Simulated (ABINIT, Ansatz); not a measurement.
**GaN (P6_3mc): changed settings of a GW run in ABINIT**

A base run on GaN (P6_3mc), then changed inputs.

Main program and level: ABINIT 10.8.3; PBE and many-body steps on it, plane waves.

The database entry behind the starting cell differs from later determinations by our own check (about 0.3 % short, ideal inner coordinate), so it need not match the best structure at ambient conditions.

**1. Starting point**

Symmetry: P6_3mc, No. 186, hexagonal system. Conventional cell: a = 3.180 Å, b = 3.180 Å, c = 5.166 Å, α = 90.00°, β = 90.00°, γ = 120.00°. Nearest to Ga lie 4 N at 1.94 to 1.95 Å. Nearest to N lie 4 Ga at 1.94 to 1.95 Å. Farther neighbours and most contacts between anions are not listed.

Coordinates:

```cif
data_structure
_symmetry_space_group_name_H-M 'P 1'
_symmetry_Int_Tables_number 1
_cell_length_a 3.1800
_cell_length_b 3.1800
_cell_length_c 5.1660
_cell_angle_alpha 90.000
_cell_angle_beta 90.000
_cell_angle_gamma 120.000
_cell_volume 45.24
loop_
_atom_site_label
_atom_site_type_symbol
_atom_site_fract_x
_atom_site_fract_y
_atom_site_fract_z
_atom_site_occupancy
Ga1 Ga 0.33333 0.66667 0.00000 1
Ga2 Ga 0.66667 0.33333 0.50000 1
N3 N 0.33333 0.66667 0.37500 1
N4 N 0.66667 0.33333 0.87500 1
```

The cell and positions come from the Crystallography Open Database and are kept as given unless a step says otherwise.

**2. Screening, 6×6×4 mesh, 144 bands, screening to 176.9 eV**

This step: ABINIT 10.8.3; RPA screening on PBE, plane waves, norm-conserving pseudopotentials.

The RPA dielectric matrix is built and inverted for each q.

Contents of run.abi:

```
acell 3*1.0 Angstrom
rprim 
  3.179999999980 0.000000000005 0.000000000000
  -1.589999999994 2.753960784015 0.000000000000
  0.000000000000 0.000000000000 5.166000000000
ntypat 2
znucl 31 7
natom 4
typat 1 1 2 2
xred 
  0.333333333333 0.666666666667 0.000000000000
  0.666666666667 0.333333333333 0.500000000000
  0.333333333333 0.666666666667 0.375000000000
  0.666666666667 0.333333333333 0.875000000000
pp_dirpath "pseudos"
pseudos "Ga.upf, N.upf"
ecut 45
ngkpt 6 6 4
nshiftk 1
shiftk 0 0 0
kptopt 1
chksymbreak 0
istwfk *1
occopt 1
irdwfk 1
optdriver 3
nband 144
ecuteps 6.5
inclvkb 2
awtr 1
symchi 1
indata_prefix "in"
outdata_prefix "out"
tmpdata_prefix "tmp"
```

Started as:

```console
$ OMP_NUM_THREADS=1 mpirun -n 4 abinit run.abi > log
```

Log:

```text
.Version 10.8.3 of ABINIT. v10.8.2 released Aug 2026.

 Symmetries : space group P6_3 m c (#186); Bravais hP (primitive hexag.)
[... echo of the input left out ...]
== DATASET  1 ==================================================================
-   mpi_nproc: 4, omp_nthreads: 1 (-1 if OMP is not activated)

--- !DatasetInfo
iteration_state: {dtset: 1, }
dimensions: {natom: 4, nkpt: 21, mband: 144, nsppol: 1, nspinor: 1, nspden: 1, mpw: 4428, }
cutoff_energies: {ecut:  45.0, pawecutdg:  -1.0, }
electrons: {nelect:   5.20000000E+01, charge:   0.00000000E+00, occopt:   1.00000000E+00, tsmear:   1.00000000E-02, }

 SCREENING: Calculation of the susceptibility and dielectric matrices

 Based on a program developped by R.W. Godby, V. Olevano, G. Onida, and L. Reining.
 Incorporated in ABINIT by V. Olevano, G.-M. Rignanese, and M. Torrent.
.Using double precision arithmetic ; gwpc =  8

[... cell and pseudopotentials left out ...]
--------------------------------------------------------------------------------

 ==== K-mesh for the wavefunctions ====
 Number of points in the irreducible wedge :    21
[... list of points left out ...]
 Together with 12 symmetry operations and time-reversal symmetry
 yields   144 points in the full Brillouin Zone.

 ==== Q-mesh for the screening function ====
 Number of points in the irreducible wedge :    21
[... list of points left out ...]
 Together with 12 symmetry operations and time-reversal symmetry
 yields   144 points in the full Brillouin Zone.

 setmesh: FFT mesh size selected  =    27x   27x   48
          total number of points  =        34992

 vcoul_init : cutoff-mode = AUXILIARY_FUNCTION
 q-points for optical limit:   1
     1)      0.000010    0.000020    0.000030

- screening: taking advantage of time-reversal symmetry
- Maximum band index for partially occupied states nbvw = 26
- Remaining bands to be divided among processors   nbcw = 118
- Number of bands treated by each node ~29

 Number of electrons calculated from density =   52.0000; Expected =   52.0000
 average of density, n =  0.170321
 r_s =    1.1191
 omega_plasma =   39.8097 [eV]

 calculating chi0 at frequencies [eV] :
  1    0.000000E+00    0.000000E+00
  2    0.000000E+00    3.980974E+01

--------------------------------------------------------------------------------
  q-point number  1        q = ( 0.000000, 0.000000, 0.000000) [r.l.u.]
--------------------------------------------------------------------------------
[... chi0 elements left out ...]
 For q-point:  0.000010 0.000020 0.000030
  dielectric constant =   5.7746
  dielectric constant without local fields =   6.2055

  Average fulfillment of the sum rule on Im[epsilon] for q-point    1 :     45.54  [%]
[... wings left out ...]
  q-point number  2        q = ( 0.166667, 0.000000, 0.000000) [r.l.u.]
--------------------------------------------------------------------------------
[... chi0 elements left out ...]
  Average fulfillment of the sum rule on Im[epsilon] for q-point    2 :     53.17  [%]

 [... 19 further q-points ...]
```

It took 24 min on 4 MPI ranks of Intel Xeon Platinum 8259CL at 2.50GHz (Skylake/Cascade Lake), shared host; peak memory 3.2 GiB.

This step gave:

```
ε∞ with local fields, on this mesh, along the program's q direction : 5.775
the same without local fields                                       : 6.205
plasma frequency                                                    : 39.81 eV
plane waves in the screening matrix                                 : 245
```

Local fields lower ε∞ by 7 %.

**3. Base**

The self-energy is evaluated for the states that the input lists, and the levels follow from it, in one-shot runs by the linearised quasiparticle equation.

This step: G0W0 on PBE, plane waves, norm-conserving pseudopotentials.

Changes to run.abi since step 2:

```diff
@@ -25,8 +25,15 @@
 irdwfk 1
-optdriver 3
+optdriver 4
 nband 144
+gwcalctyp 0
+ecutsigx 45
+symsigma 1
+nkptgw 1
+kptgw 
+  0.0000000000 0.0000000000 0.0000000000
+bdgw 
+  25 28
 ecuteps 6.5
-inclvkb 2
-awtr 1
-symchi 1
+irdscr 1
+ppmodel 1
 indata_prefix "in"
```

Log:

```text
.Version 10.8.3 of ABINIT. v10.8.2 released Aug 2026.

 Symmetries : space group P6_3 m c (#186); Bravais hP (primitive hexag.)
[... echo of the input left out ...]
== DATASET  1 ==================================================================
-   mpi_nproc: 4, omp_nthreads: 1 (-1 if OMP is not activated)

--- !DatasetInfo
iteration_state: {dtset: 1, }
dimensions: {natom: 4, nkpt: 21, mband: 144, nsppol: 1, nspinor: 1, nspden: 1, mpw: 4428, }
cutoff_energies: {ecut:  45.0, pawecutdg:  -1.0, }
electrons: {nelect:   5.20000000E+01, charge:   0.00000000E+00, occopt:   1.00000000E+00, tsmear:   1.00000000E-02, }

 SIGMA: Calculation of the GW corrections

 Based on a program developped by R.W. Godby, V. Olevano, G. Onida, and L. Reining.
 Incorporated in ABINIT by V. Olevano, G.-M. Rignanese, and M. Torrent.
.Using double precision arithmetic ; gwpc =  8

[... cell and pseudopotentials left out ...]
--------------------------------------------------------------------------------

 ==== K-mesh for the wavefunctions ====
 Number of points in the irreducible wedge :    21
[... list of points left out ...]
 Together with 12 symmetry operations and time-reversal symmetry
 yields   144 points in the full Brillouin Zone.

 ==== Q-mesh for screening function ====
 Number of points in the irreducible wedge :    21
[... list of points left out ...]
 Together with 12 symmetry operations and time-reversal symmetry
 yields   144 points in the full Brillouin Zone.

 vcoul_init : cutoff-mode = AUXILIARY_FUNCTION
 q-points for optical limit:   1
     1)      0.000010    0.000020    0.000030
 setmesh: FFT mesh size selected  =    32x   32x   60
          total number of points  =        61440

 Number of electrons calculated from density =   52.0000; Expected =   52.0000
 average of density, n =  0.170321
 r_s =    1.1191
 omega_plasma =   39.8097 [eV]

 === KS Band Gaps ===
  >>>> For spin  1
   Minimum direct gap =   1.9947 [eV], located at k-point      :   0.0000  0.0000  0.0000
   Fundamental gap    =   1.9947 [eV], Top of valence bands at :   0.0000  0.0000  0.0000
                                       Bottom of conduction at :   0.0000  0.0000  0.0000
 SIGMA fundamental parameters:
 PLASMON POLE MODEL  1
 number of plane-waves for SigmaX                 4367
 number of plane-waves for SigmaC and W            245
 number of plane-waves for wavefunctions          4367
 number of bands                                   144
 number of independent spin polarizations            1
 number of spinorial components                      1
 number of k-points in IBZ                          21
 number of q-points in IBZ                          21
 number of symmetry operations                      12
 number of k-points in BZ                          144
 number of q-points in BZ                          144
 number of frequencies for dSigma/dE                 9
 frequency step for dSigma/dE [eV]                0.25
 number of omega for Sigma on real axis              0
 max omega for Sigma on real axis  [eV]           0.00
 zcut for avoiding poles [eV]                     0.10

 EPSILON^-1 parameters (SCR file):
 dimension of the eps^-1 matrix on file            245
 dimension of the eps^-1 matrix used               245
 number of plane-waves for wavefunctions          4367
 number of bands                                   144
 number of q-points in IBZ                          21
 number of frequencies                               2
 number of real frequencies                          1
 number of imag frequencies                          1

 matrix elements of self-energy operator (all in [eV])

 Perturbative Calculation

--- !SelfEnergy_ee
iteration_state: {dtset: 1, }
kpoint     : [   0.000,    0.000,    0.000, ]
spin       : 1
KS_gap     :    1.995
QP_gap     :    2.868
Delta_QP_KS:    0.874
data: !SigmaeeData |
     Band     E0 <VxcDFT>   SigX SigC(E0)      Z dSigC/dE  Sig(E)    E-E0       E
       25   7.035 -19.131 -22.605   2.985   0.800  -0.251 -19.521  -0.390   6.644
       26   7.035 -19.131 -22.605   2.985   0.800  -0.251 -19.521  -0.390   6.644
       27   9.029 -14.219 -10.131  -3.502   0.826  -0.211 -13.736   0.483   9.512
       28  11.364 -14.010  -9.023  -4.230   0.836  -0.196 -13.377   0.633  11.997

== END DATASET(S) ==============================================================
================================================================================

 -outvars: echo values of variables after computation  --------
           etotal      0.0000000000E+00
            nband         144
             nkpt          21
          spgroup         186
 [... the other variables as echoed above ...]

 Calculation completed.
```

It took 18 s on 4 MPI ranks; peak memory 2.5 GiB.

This step gave:

- G0W0 gap on the points computed: 2.868 eV
- starting gap on the mesh: 1.995 eV
- k of the valence top: 0, 0, 0
- k of the conduction bottom: 0, 0, 0
- Z at the valence top: 0.8
- Z at the conduction bottom: 0.826
- least direct G0W0 gap on the computed points: 2.868 eV

The gap on the mesh goes from 1.99 eV to 2.87 eV, a correction of +0.87 eV.

**4. Screening cutoff above the file's**

Changes to run.abi since step 3:

```diff
@@ -35,3 +35,3 @@
   25 28
-ecuteps 6.5
+ecuteps 26
 irdscr 1
```

Log:

```text
.Version 10.8.3 of ABINIT. v10.8.2 released Aug 2026.

 Symmetries : space group P6_3 m c (#186); Bravais hP (primitive hexag.)
[... echo of the input left out ...]
== DATASET  1 ==================================================================
-   mpi_nproc: 4, omp_nthreads: 1 (-1 if OMP is not activated)

--- !DatasetInfo
iteration_state: {dtset: 1, }
dimensions: {natom: 4, nkpt: 21, mband: 144, nsppol: 1, nspinor: 1, nspden: 1, mpw: 4428, }
cutoff_energies: {ecut:  45.0, pawecutdg:  -1.0, }
electrons: {nelect:   5.20000000E+01, charge:   0.00000000E+00, occopt:   1.00000000E+00, tsmear:   1.00000000E-02, }

 SIGMA: Calculation of the GW corrections

 Based on a program developped by R.W. Godby, V. Olevano, G. Onida, and L. Reining.
 Incorporated in ABINIT by V. Olevano, G.-M. Rignanese, and M. Torrent.
.Using double precision arithmetic ; gwpc =  8

[... cell and pseudopotentials left out ...]
--------------------------------------------------------------------------------

 ==== K-mesh for the wavefunctions ====
 Number of points in the irreducible wedge :    21
[... list of points left out ...]
 Together with 12 symmetry operations and time-reversal symmetry
 yields   144 points in the full Brillouin Zone.

 ==== Q-mesh for screening function ====
 Number of points in the irreducible wedge :    21
[... list of points left out ...]
 Together with 12 symmetry operations and time-reversal symmetry
 yields   144 points in the full Brillouin Zone.

 vcoul_init : cutoff-mode = AUXILIARY_FUNCTION
 q-points for optical limit:   1
     1)      0.000010    0.000020    0.000030
 setmesh: FFT mesh size selected  =    32x   32x   60
          total number of points  =        61440

 Number of electrons calculated from density =   52.0000; Expected =   52.0000
[...]
number of k-points in IBZ                          21
 number of q-points in IBZ                          21
 number of symmetry operations                      12
 number of k-points in BZ                          144
 number of q-points in BZ                          144
 number of frequencies for dSigma/dE                 9
 frequency step for dSigma/dE [eV]                0.25
 number of omega for Sigma on real axis              0
 max omega for Sigma on real axis  [eV]           0.00
 zcut for avoiding poles [eV]                     0.10

 EPSILON^-1 parameters (SCR file):
 dimension of the eps^-1 matrix on file            245
 dimension of the eps^-1 matrix used               245
 number of plane-waves for wavefunctions          4367
 number of bands                                   144
 number of q-points in IBZ                          21
 number of frequencies                               2
 number of real frequencies                          1
 number of imag frequencies                          1

 matrix elements of self-energy operator (all in [eV])

 Perturbative Calculation

--- !SelfEnergy_ee
iteration_state: {dtset: 1, }
kpoint     : [   0.000,    0.000,    0.000, ]
spin       : 1
KS_gap     :    1.995
QP_gap     :    2.868
Delta_QP_KS:    0.874
data: !SigmaeeData |
     Band     E0 <VxcDFT>   SigX SigC(E0)      Z dSigC/dE  Sig(E)    E-E0       E
       25   7.035 -19.131 -22.605   2.985   0.800  -0.251 -19.521  -0.390   6.644
       26   7.035 -19.131 -22.605   2.985   0.800  -0.251 -19.521  -0.390   6.644
       27   9.029 -14.219 -10.131  -3.502   0.826  -0.211 -13.736   0.483   9.512
       28  11.364 -14.010  -9.023  -4.230   0.836  -0.196 -13.377   0.633  11.997

== END DATASET(S) ==============================================================
================================================================================

 -outvars: echo values of variables after computation  --------
           etotal      0.0000000000E+00
            nband         144
             nkpt          21
          spgroup         186
 [... the other variables as echoed above ...]

 Calculation completed.
```

Run time: 27 s. Hardware: 4 MPI ranks; peak memory 2.4 GiB.

The run ended normally, though the input holds a fault or crude settings.

The fault put into this input: screening cutoff above the file's. It printed a gap of 2.87 eV, the value of the sound run: the program fell back on what its files hold, so an unchanged gap shows no convergence.

**5. Side by side**

Times are wall times on 4 MPI ranks of Intel Xeon Platinum 8259CL at 2.50GHz (Skylake/Cascade Lake), shared host, good to a factor of about two. A run's time includes the screening step that it read.

| run | mesh | bands | screening cutoff (eV) | DFT gap (eV) | gap on the mesh (eV) | direct (eV) | ε∞ used | time |
| --- | --- | --- | --- | --- | --- | --- | --- | --- |
| base | 6×6×4 | 144 | 176.9 | 1.995 | 2.868 | 2.868 | 5.77 | 25 min |

**6. Outcome**

| Item | Value |
| --- | --- |
| base | 2.868 eV |
| known limits | not at the basis limit; no spin-orbit coupling |

In words: Bands and cutoff are finite, so the gap is not at the basis limit. The miss can reach some tenths of an eV and take either sign; the mesh is an error of its own. In the G0W0 run levels were corrected at 1 k point alone, so a gap called «on the mesh» is the least over those, and an edge elsewhere would be missed. The many-body steps are scalar-relativistic: spin-orbit coupling is not in them.

[Paths, hosts, dates, memory and timing lines, banners, echoed tables and standing remarks are left out of the program output.]

[Logs are printed without paths, hosts, clocks, repeated set-up lines and the standing remarks that a program may print on its own settings, such as how far it seeks lower states.]

[Runs of the session that timed out or met a known fault of the program may be left out.]

[No measured gap is set beside runs whose start may be inverted or whose files or cutoffs have a known fault.]

[Hosts, paths, dates, database ids (printed as entryN), source tags and the programs' standing remarks are cut or masked in the printed files.]

[G0W0 gaps are taken among the corrected bands and points alone; a level outside them can change the order at an edge.]

[Where Ansatz stands beside ABINIT at settings called matched, ABINIT's density can come from a denser mesh and the files from another edition; pairs whose starting gaps differed by over 0.03 eV were left out, so agreement reads better than it is.]
